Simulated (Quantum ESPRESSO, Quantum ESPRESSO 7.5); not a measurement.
# Cu(111), 5 layers: parallel layout and speed

Aim: which layout of ranks, pools and threads brings Cu(111), 5 layers to self-consistency fastest, and whether the result stays the same.

Method: plane-wave DFT, PBE, GBRV ultrasoft pseudopotentials, in Quantum ESPRESSO 7.5.

**1. Starting point**

The cell holds 5 atoms: 5 Cu. Its edges and angles: a = 2.553 Å, b = 2.553 Å, c = 24.337 Å, α = 90.0°, β = 90.0°, γ = 60.0°. It derives from Cu. Vacuum lies along c.

**2. Ground state: 4 ranks, 4 pools, 1 thread a rank**

The first run is the reference of the series.

c0.in reads:

```
&control
  prefix = 'c0'
  outdir = './out'
  pseudo_dir = './pseudo'
  calculation = 'scf'
  tprnfor = .true.
/
&system
  ibrav = 0
  nat = 5
  ntyp = 1
  ecutwfc = 40
  ecutrho = 200
  occupations = 'smearing'
  smearing = 'mv'
  degauss = 0.02
  assume_isolated = 'esm'
  esm_bc = 'bc1'
/
&electrons
  conv_thr = 1e-07
  mixing_beta = 0.4
  electron_maxstep = 120
  mixing_mode = 'local-TF'
/
ATOMIC_SPECIES
  Cu  63.5460  cu_pbe_v1.2.uspp.F.UPF
CELL_PARAMETERS angstrom
  2.55265548008344 0.00000000000000 0.00000000000000
  1.27632774004172 2.21066449286182 0.00000000000000
  0.00000000000000 0.00000000000000 24.33693788709819
ATOMIC_POSITIONS crystal
  Cu  0.666666666700 0.666666666700 -0.171281570545
  Cu  0.000000000000 0.000000000000 -0.085640785272
  Cu  0.333333333300 0.333333333300 0.000000000000
  Cu  0.666666666700 0.666666666700 0.085640785272
  Cu  0.000000000000 0.000000000000 0.171281570545
K_POINTS automatic
  12 12 1 0 0 0
```

Run with:

```console
$ OMP_NUM_THREADS=1 mpirun -n 4 pw.x -nk 4 -in c0.in > c0.out
```

Log:

```text
Program PWSCF v.7.5 starts
[citation notice left out]

     Parallel version (MPI & OpenMP), running on       4 processor cores
     Number of MPI processes:                 4
     Threads/MPI process:                     1

     MPI processes distributed on     1 nodes
[...]
Current dimensions of program PWSCF are:
     Max number of different atomic species (ntypx) = 10
     Max number of k-points (npk) =  40000
     Max angular momentum in pseudopotentials (lmaxx) =  4
     Message from routine setup:
     using ibrav=0 with symmetry is DISCOURAGED, use correct ibrav instead

     K-points division:     npool     =       4
     Subspace diagonalization in iterative solution of the eigenvalue problem:
     a serial algorithm will be used

     G-vector sticks info
     --------------------
     sticks:   dense  smooth     PW     G-vecs:    dense   smooth      PW
     Sum         313     253     85                44175    31685    6179

     Using Slab Decomposition

     bravais-lattice index     =            0
     lattice parameter (alat)  =       4.8238  a.u.
     unit-cell volume          =     926.7820 (a.u.)^3
     number of atoms/cell      =            5
     number of atomic types    =            1
     number of electrons       =        95.00
     number of Kohn-Sham states=           58
     kinetic-energy cutoff     =      40.0000  Ry
     charge density cutoff     =     200.0000  Ry
     scf convergence threshold =      1.0E-07
     mixing beta               =       0.4000
     number of iterations used =            8  local-TF  mixing
     Exchange-correlation= SLA  PW   PBE  PBE
                           (   1   4   3   4   0   0   0)

     Effective Screening Medium Method
     =================================
     Boundary Conditions: Vacuum-Slab-Vacuum
     total charge in unit cell        =   0.0000
     grid points for fit at edges     =        4

     celldm(1)=   4.823820  celldm(2)=   0.000000  celldm(3)=   0.000000
     celldm(4)=   0.000000  celldm(5)=   0.000000  celldm(6)=   0.000000

     crystal axes: (cart. coord. in units of alat)
               a(1) = (   1.000000   0.000000   0.000000 )
               a(2) = (   0.500000   0.866025   0.000000 )
               a(3) = (   0.000000   0.000000   9.533969 )

     reciprocal axes: (cart. coord. in units 2 pi/alat)
               b(1) = (  1.000000 -0.577350  0.000000 )
               b(2) = (  0.000000  1.154701  0.000000 )
               b(3) = (  0.000000  0.000000  0.104888 )

     PseudoPot. # 1 for Cu read from file:
     ./pseudo/cu_pbe_v1.2.uspp.F.UPF
     Pseudo is Ultrasoft + core correction, Zval = 19.0
     Generated by new atomic code, or converted to UPF format
     Using radial grid of  867 points,  6 beta functions with:
                l(1) =   0
                l(2) =   0
                l(3) =   1
                l(4) =   1
                l(5) =   2
                l(6) =   2
     Q(r) pseudized with  8 coefficients,  rinner =    1.150   1.150   1.150
                                                       1.150   1.150

     atomic species   valence    mass     pseudopotential
     Cu               19.00    63.54600     Cu( 1.00)

     12 Sym. Ops., with inversion, found ( 6 have fractional translation)

   Cartesian axes

     site n.     atom                  positions (alat units)
         1        Cu     tau(   1) = (   1.0000000   0.5773503  -1.6329932  )
         2        Cu     tau(   2) = (   0.0000000   0.0000000  -0.8164966  )
         3        Cu     tau(   3) = (   0.5000000   0.2886751   0.0000000  )
         4        Cu     tau(   4) = (   1.0000000   0.5773503   0.8164966  )
         5        Cu     tau(   5) = (   0.0000000   0.0000000   1.6329932  )

     number of k points=    19  Marzari-Vanderbilt smearing, width (Ry)=  0.0200
                       cart. coord. in units 2pi/alat
        k(    1) = (   0.0000000   0.0000000   0.0000000), wk =   0.0138889
        k(    2) = (   0.0000000   0.0962250   0.0000000), wk =   0.0833333
        k(    3) = (   0.0000000   0.1924501   0.0000000), wk =   0.0833333
        k(    4) = (   0.0000000   0.2886751   0.0000000), wk =   0.0833333
        k(    5) = (   0.0000000   0.3849002   0.0000000), wk =   0.0833333
        k(    6) = (   0.0000000   0.4811252   0.0000000), wk =   0.0833333
        k(    7) = (   0.0000000  -0.5773503   0.0000000), wk =   0.0416667
        k(    8) = (   0.0833333   0.1443376   0.0000000), wk =   0.0833333
        k(    9) = (   0.0833333   0.2405626   0.0000000), wk =   0.1666667
        k(   10) = (   0.0833333   0.3367877   0.0000000), wk =   0.1666667
[...]
k(   19) = (   0.3333333  -0.5773503   0.0000000), wk =   0.0277778

     Dense  grid:    44175 G-vectors     FFT dimensions: (  24,  24, 216)

     Smooth grid:    31685 G-vectors     FFT dimensions: (  24,  24, 192)

     Estimated max dynamical RAM per process >      88.30 MB

     Estimated total dynamical RAM >     320.84 MB

     Initial potential from superposition of free atoms

     starting charge      90.0000, renormalised to      95.0000

     negative rho (up, down):  1.698E-04 0.000E+00
     Starting wfcs are   65 randomized atomic wfcs

     total cpu time spent up to now is        3.1 secs

     per-process dynamical memory:    58.9 Mb

     Self-consistent Calculation

     iteration #  1     ecut=    40.00 Ry     beta= 0.40
     Davidson diagonalization with overlap
     c_bands:  4 eigenvalues not converged
     c_bands:  3 eigenvalues not converged
     c_bands:  5 eigenvalues not converged
     c_bands:  3 eigenvalues not converged
     ethr =  1.00E-02,  avg # of iterations = 10.8

     negative rho (up, down):  3.269E-02 0.000E+00

     total cpu time spent up to now is        8.1 secs

     total energy              =   -2015.11621704 Ry
     estimated scf accuracy    <      34.21840155 Ry

     iteration #  2     ecut=    40.00 Ry     beta= 0.40
[...]
negative rho (up, down):  2.523E-02 0.000E+00

[...]
total energy              =   -2018.11186967 Ry
     estimated scf accuracy    <       0.98886047 Ry

     iteration #  3     ecut=    40.00 Ry     beta= 0.40
[...]
negative rho (up, down):  1.918E-02 0.000E+00

[...]
total energy              =   -2018.74877012 Ry
     estimated scf accuracy    <       0.29973569 Ry

     iteration #  4     ecut=    40.00 Ry     beta= 0.40
[...]
c_bands:  3 eigenvalues not converged
[...]
total energy              =   -2018.84093770 Ry
     estimated scf accuracy    <       0.00026053 Ry

     iteration # 13     ecut=    40.00 Ry     beta= 0.40
[...]
negative rho (up, down):  2.443E-04 0.000E+00

[...]
total energy              =   -2018.84100233 Ry
     estimated scf accuracy    <       0.00007809 Ry

     iteration # 14     ecut=    40.00 Ry     beta= 0.40
[...]
negative rho (up, down):  1.097E-04 0.000E+00

[...]
total energy              =   -2018.84084349 Ry
     estimated scf accuracy    <       0.00001103 Ry

     iteration # 15     ecut=    40.00 Ry     beta= 0.40
[...]
negative rho (up, down):  9.217E-05 0.000E+00

[...]
total energy              =   -2018.84086451 Ry
     estimated scf accuracy    <       0.00005070 Ry

     iteration # 16     ecut=    40.00 Ry     beta= 0.40
[...]
negative rho (up, down):  8.259E-05 0.000E+00

[...]
total energy              =   -2018.84082768 Ry
     estimated scf accuracy    <       0.00001312 Ry

     iteration # 17     ecut=    40.00 Ry     beta= 0.40
[...]
negative rho (up, down):  7.573E-05 0.000E+00

[...]
total energy              =   -2018.84084811 Ry
     estimated scf accuracy    <       0.00000011 Ry

     iteration # 18     ecut=    40.00 Ry     beta= 0.40
[...]
negative rho (up, down):  8.276E-05 0.000E+00

[...]
total energy              =   -2018.84083335 Ry
     estimated scf accuracy    <       0.00000177 Ry

     iteration # 19     ecut=    40.00 Ry     beta= 0.40
[...]
negative rho (up, down):  8.129E-05 0.000E+00

[...]
total energy              =   -2018.84083798 Ry
     estimated scf accuracy    <       0.00000064 Ry

     iteration # 20     ecut=    40.00 Ry     beta= 0.40
[...]
negative rho (up, down):  8.168E-05 0.000E+00

[...]
total energy              =   -2018.84084619 Ry
     estimated scf accuracy    <       0.00000133 Ry

     iteration # 21     ecut=    40.00 Ry     beta= 0.40
[...]
negative rho (up, down):  8.149E-05 0.000E+00

[...]
total energy              =   -2018.84085070 Ry
     estimated scf accuracy    <       0.00000016 Ry

     iteration # 22     ecut=    40.00 Ry     beta= 0.40
[...]
negative rho (up, down):  8.158E-05 0.000E+00

[...]
End of self-consistent calculation

          k = 0.0000 0.0000 0.0000 (  3921 PWs)   bands (ev):

  -117.3124-117.3117-117.2714-117.0285-117.0285 -74.7327 -74.6995 -74.6619
   -74.6619 -74.6613 -74.6613 -74.6544 -74.6018 -74.6018 -74.3968 -74.3968
   -74.3968 -74.3968 -74.3810 -74.3809 -13.8883 -13.0168 -11.6722 -10.4120
    -9.8996  -7.8785  -7.8588  -7.7553  -7.7553  -7.6900  -7.6660  -7.6660
    -7.6624  -7.6624  -7.4214  -7.4214  -7.3982  -7.3982  -7.3302  -6.9105
    -6.9105  -6.8569  -6.8569  -6.6421  -6.6421  -6.4136  -6.4136  -6.3232
    -6.3232  -5.7711  -5.0945  -0.6428  -0.2228   0.1833   1.5125   1.7437
     3.9326   4.2229

          k = 0.0000 0.0962 0.0000 (  3935 PWs)   bands (ev):

  -117.3117-117.3111-117.2708-117.0279-117.0279 -74.7310 -74.6991 -74.6683
   -74.6675 -74.6634 -74.6628 -74.6534 -74.6071 -74.6031 -74.4024 -74.4024
   -74.3982 -74.3982 -74.3804 -74.3804 -13.6647 -12.7998 -11.4677 -10.2271
    -9.7485  -7.9817  -7.9421  -7.8146  -7.7296  -7.6998  -7.6821  -7.6714
    -7.6070  -7.5879  -7.4960  -7.4387  -7.4084  -7.3621  -7.3239  -6.9784
    -6.9649  -6.8380  -6.8269  -6.7025  -6.6422  -6.6334  -6.4144  -6.3385
    -6.3198  -5.3130  -4.5168  -0.4624  -0.0119   0.3632   1.7038   1.9434
     4.1424   4.4098

          k = 0.0000 0.1925 0.0000 (  3921 PWs)   bands (ev):

  -117.3098-117.3094-117.2692-117.0261-117.0261 -74.7264 -74.6982 -74.6842
   -74.6827 -74.6674 -74.6667 -74.6538 -74.6213 -74.6068 -74.4175 -74.4175
   -74.4021 -74.4021 -74.3789 -74.3788 -13.0108 -12.1720 -10.8937  -9.7325
    -9.3523  -8.2433  -8.1077  -8.0053  -7.9623  -7.7815  -7.6833  -7.5857
    -7.5307  -7.5280  -7.4389  -7.4097  -7.3725  -7.2563  -7.1565  -7.1209
    -7.0272  -6.9672  -6.8941  -6.8168  -6.6448  -6.5847  -6.4179  -6.3110
    -5.8867  -4.5058  -3.3603   0.0689   0.6207   0.9223   2.2928   2.5437
     4.7707   4.9749

          k = 0.0000 0.2887 0.0000 (  3952 PWs)   bands (ev):

  -117.3073-117.3070-117.2670-117.0238-117.0238 -74.7225 -74.7043 -74.7021
   -74.6970 -74.6729 -74.6720 -74.6560 -74.6395 -74.6119 -74.4382 -74.4382
   -74.4073 -74.4073 -74.3768 -74.3768 -11.9928 -11.2297 -10.1286  -9.2132
    -8.9320  -8.5556  -8.2849  -8.1676  -8.1027  -7.8813  -7.6812  -7.6366
    -7.5038  -7.4974  -7.3780  -7.3461  -7.2568  -7.1572  -7.0576  -7.0299
    -6.8551  -6.8388  -6.7593  -6.6875  -6.6234  -6.4223  -6.3519  -6.2989
    -5.2915  -3.5263  -1.9183   0.9358   1.6707   1.8999   3.2903   3.5328
     5.6112   5.8353

          k = 0.0000 0.3849 0.0000 (  3958 PWs)   bands (ev):

  -117.3048-117.3046-117.2647-117.0214-117.0214 -74.7325 -74.7247 -74.7067
   -74.6969 -74.6784 -74.6773 -74.6614 -74.6538 -74.6170 -74.4588 -74.4588
   -74.4126 -74.4126 -74.3747 -74.3747 -10.8005 -10.2515  -9.6015  -9.0874
    -8.8727  -8.7638  -8.4943  -8.2363  -7.9419  -7.8961  -7.6833  -7.5960
    -7.5729  -7.3056  -7.2923  -7.0730  -6.9843  -6.9450  -6.7412  -6.6684
    -6.6299  -6.5768  -6.5476  -6.4662  -6.4255  -6.3666  -6.2730  -5.9607
    -4.4384  -2.3659  -0.2786   1.8605   2.4744   3.1136   3.2632   3.6751
     4.6283   4.8928

          k = 0.0000 0.4811 0.0000 (  3962 PWs)   bands (ev):

  -117.3030-117.3029-117.2631-117.0197-117.0197 -74.7464 -74.7399 -74.7084
   -74.6924 -74.6824 -74.6811 -74.6701 -74.6589 -74.6207 -74.4738 -74.4738
   -74.4164 -74.4164 -74.3732 -74.3732  -9.9153  -9.6625  -9.4638  -9.1127
    -9.0166  -8.8769  -8.6860  -8.3127  -7.9258  -7.7762  -7.6453  -7.5506
    -7.5164  -7.3357  -6.9589  -6.9001  -6.6843  -6.5601  -6.4366  -6.4230
    -6.3921  -6.3635  -6.2721  -6.1506  -6.1412  -6.0705  -5.5542  -4.8910
    -3.3643  -1.7555  -0.0847   0.5933   1.3156   2.1756   3.4726   4.1607
     5.0444   5.1105

[...]
the Fermi energy is    -4.7757 ev

!    total energy              =   -2018.84085178 Ry
     estimated scf accuracy    <       0.00000002 Ry
     smearing contrib. (-TS)   =      -0.00011474 Ry
     internal energy E=F+TS    =   -2018.84073704 Ry

     The total energy is F=E-TS. E is the sum of the following terms:
     one-electron contribution =   35008.63765394 Ry
     hartree contribution      =  -17519.25900292 Ry
     xc contribution           =    -193.97416950 Ry
     ewald contribution        =  -19314.24521856 Ry

     convergence has been achieved in  22 iterations

     negative rho (up, down):  8.158E-05 0.000E+00

     Forces acting on atoms (cartesian axes, Ry/au):

     atom    1 type  1   force =     0.00000000    0.00000000   -0.00038779
     atom    2 type  1   force =     0.00000000   -0.00000000   -0.00025017
     atom    3 type  1   force =     0.00000000    0.00000000    0.00000000
     atom    4 type  1   force =     0.00000000    0.00000000    0.00025017
     atom    5 type  1   force =     0.00000000    0.00000000    0.00038779

     Total force =     0.000653     Total SCF correction =     0.000441
     SCF correction compared to forces is large: reduce conv_thr to get better values

[...]
=------------------------------------------------------------------------------=
   JOB DONE.
=------------------------------------------------------------------------------=
[...]
```

Wall time 99 s (4 MPI ranks of Intel Xeon Platinum 8488C (Sapphire Rapids), shared host); peak memory 0.5 GiB; 6.6 min of CPU time.

Read from the output:

```
free energy                                                    : -27467.7291 eV
Fermi energy                                                   : -4.776 eV
vacuum line at the lower end of the cell, over the Fermi level : 4.776 eV
vacuum line at the upper end of the cell, over the Fermi level : 4.776 eV
```

The potential energy, planar mean oscillates, so the rows of the table below give means over windows of 2.14 Å about each position, cut where the curve ends. Its maxima inside the range that stand out by 2 % of the span (Å: eV): -3.1: -0.0175, -1.0: 0.00185, 1.0: 0.00185, 3.1: -0.0175. Its minima: -4.2: -24.2, -2.1: -24.1, 0.0: -24.2, 2.1: -24.1, 4.2: -24.2.

Electrostatic potential energy of an electron; zero at the Fermi level. Table of potential energy, planar mean by z; means over each step:

```
 z (Å)  potential energy, planar mean (eV)
-11.10                                4.78
 -8.96                                4.78
 -6.82                                4.65
 -4.68                               -8.24
 -2.54                               -9.96
 -0.40                               -9.88
  1.74                               -9.91
  3.88                               -9.70
  6.02                                3.74
  8.16                                4.77
 10.30                                4.78
```

The program's own clock; routines nest. Time by routine:

```
     routine  wall time (s)  calls
       PWSCF          98.22      1
   electrons          94.76      1
     c_bands           78.5     22
     cegterg          63.88    111
       h_psi          42.44   1022
    vloc_psi          36.74   1022
        fftw          34.68  53120
    sum_band           8.18     22
     mix_rho           5.97     22
     cdiaghg           3.82   1017
      calbec           3.73   1152
        ffts           3.28   2628
    init_run           2.98      1
h_psi:calbec           2.91   1022
```

The vacuum levels are read from the outermost 0.7 Å of the cell on either side.

The run needed 22 iterations to bring the estimated error under 1e-07 Ry; the largest force on any atom, held or free, is 0.01 eV/Å.

Inside the slab this potential holds the local part of the pseudopotentials, which can be repulsive at the nuclei; only its value in the vacuum has a meaning of its own.

**3. Ground state: 4 ranks, 2 pools, 1 thread a rank**

c1.in is the input of step 2 with these lines changed:

```diff
@@ -1,3 +1,3 @@
 &control
-  prefix = 'c0'
+  prefix = 'c1'
   outdir = './out'
```

Run with:

```console
$ OMP_NUM_THREADS=1 mpirun -n 4 pw.x -nk 2 -in c1.in > c1.out
```

Log:

```text
[banner, memory and clock lines left out]
Program PWSCF v.7.5 starts
[...]
Message from routine setup:
[...]
number of electrons       =        95.00
     number of Kohn-Sham states=           58
     kinetic-energy cutoff     =      40.0000  Ry
     charge density cutoff     =     200.0000  Ry
[...]
number of k points=    19  Marzari-Vanderbilt smearing, width (Ry)=  0.0200
[...]
Dense  grid:    44175 G-vectors     FFT dimensions: (  24,  24, 216)
[...]
negative rho (up, down):  1.698E-04 0.000E+00
     Starting wfcs are   65 randomized atomic wfcs
[...]
negative rho (up, down):  3.094E-02 0.000E+00
[...]
estimated scf accuracy    <      34.19858296 Ry
[...]
negative rho (up, down):  2.242E-02 0.000E+00
[...]
estimated scf accuracy    <       0.98864555 Ry
[...]
negative rho (up, down):  1.597E-02 0.000E+00
[...]
estimated scf accuracy    <       0.29847843 Ry
[...]
negative rho (up, down):  7.887E-03 0.000E+00
[...]
estimated scf accuracy    <       0.04132337 Ry
[...]
negative rho (up, down):  5.326E-03 0.000E+00
[...]
estimated scf accuracy    <       0.02965389 Ry
[...]
negative rho (up, down):  2.904E-03 0.000E+00
[...]
estimated scf accuracy    <       0.00061249 Ry
[...]
negative rho (up, down):  2.438E-03 0.000E+00
[...]
estimated scf accuracy    <       0.00162816 Ry
[...]
negative rho (up, down):  9.515E-04 0.000E+00
[...]
estimated scf accuracy    <       0.00080257 Ry
[...]
negative rho (up, down):  8.899E-04 0.000E+00
[...]
estimated scf accuracy    <       0.00001001 Ry
[...]
negative rho (up, down):  7.724E-04 0.000E+00
[...]
estimated scf accuracy    <       0.00010223 Ry
[...]
negative rho (up, down):  4.084E-04 0.000E+00
[...]
estimated scf accuracy    <       0.00004002 Ry
[...]
negative rho (up, down):  1.997E-04 0.000E+00
[...]
estimated scf accuracy    <       0.00023263 Ry
[...]
negative rho (up, down):  1.486E-04 0.000E+00
[...]
estimated scf accuracy    <       0.00009821 Ry
[...]
negative rho (up, down):  1.114E-04 0.000E+00
[...]
estimated scf accuracy    <       0.00002875 Ry
[...]
negative rho (up, down):  8.189E-05 0.000E+00
[...]
estimated scf accuracy    <       0.00001160 Ry
[...]
negative rho (up, down):  7.688E-05 0.000E+00
[...]
estimated scf accuracy    <       0.00000852 Ry
[...]
negative rho (up, down):  8.154E-05 0.000E+00
[...]
the Fermi energy is    -4.7760 ev
!    total energy              =   -2018.84085151 Ry
     estimated scf accuracy    <       0.00000002 Ry
     smearing contrib. (-TS)   =      -0.00011451 Ry
     internal energy E=F+TS    =   -2018.84073699 Ry
[...]
one-electron contribution =   35008.63711863 Ry
     hartree contribution      =  -17519.25999342 Ry
     xc contribution           =    -193.97264365 Ry
     ewald contribution        =  -19314.24521856 Ry
     convergence has been achieved in  17 iterations
     negative rho (up, down):  8.154E-05 0.000E+00
[...]
Total force =     0.001597     Total SCF correction =     0.002180
[...]
```

The job ended after 90 s (4 MPI ranks; peak memory 0.46 GiB).

The program's own clock; routines nest. Time by routine:

```
     routine  wall time (s)  calls
       PWSCF          89.37      1
   electrons          87.02      1
     c_bands          76.38     17
     cegterg          68.57    174
       h_psi          45.57   1812
        fftw           42.1  85916
    vloc_psi          40.63   1812
    sum_band           7.24     17
     cdiaghg           7.13   1801
      calbec           3.36   2022
h_psi:calbec           2.63   1812
     mix_rho           2.28     17
  add_vuspsi           2.09   1812
       s_psi              2   1812
```

Counted from each run's own zero (the Fermi level), the vacuum level differs from the first run's by +0 meV.

(Part 1 of 3 ends here.)

[Logs are printed without paths, hosts, clocks, repeated set-up lines and the standing remarks that a program may print on its own settings, such as how far it seeks lower states.]

[Hosts, paths, dates, database ids (printed as entryN), source tags and the programs' standing remarks are cut or masked in the printed files.]

[Maps of the electrostatic potential energy from Ansatz leave out the sawtooth potential of an applied field or a dipole correction, so their vacuum need not be flat; planar profiles and work functions include it.]
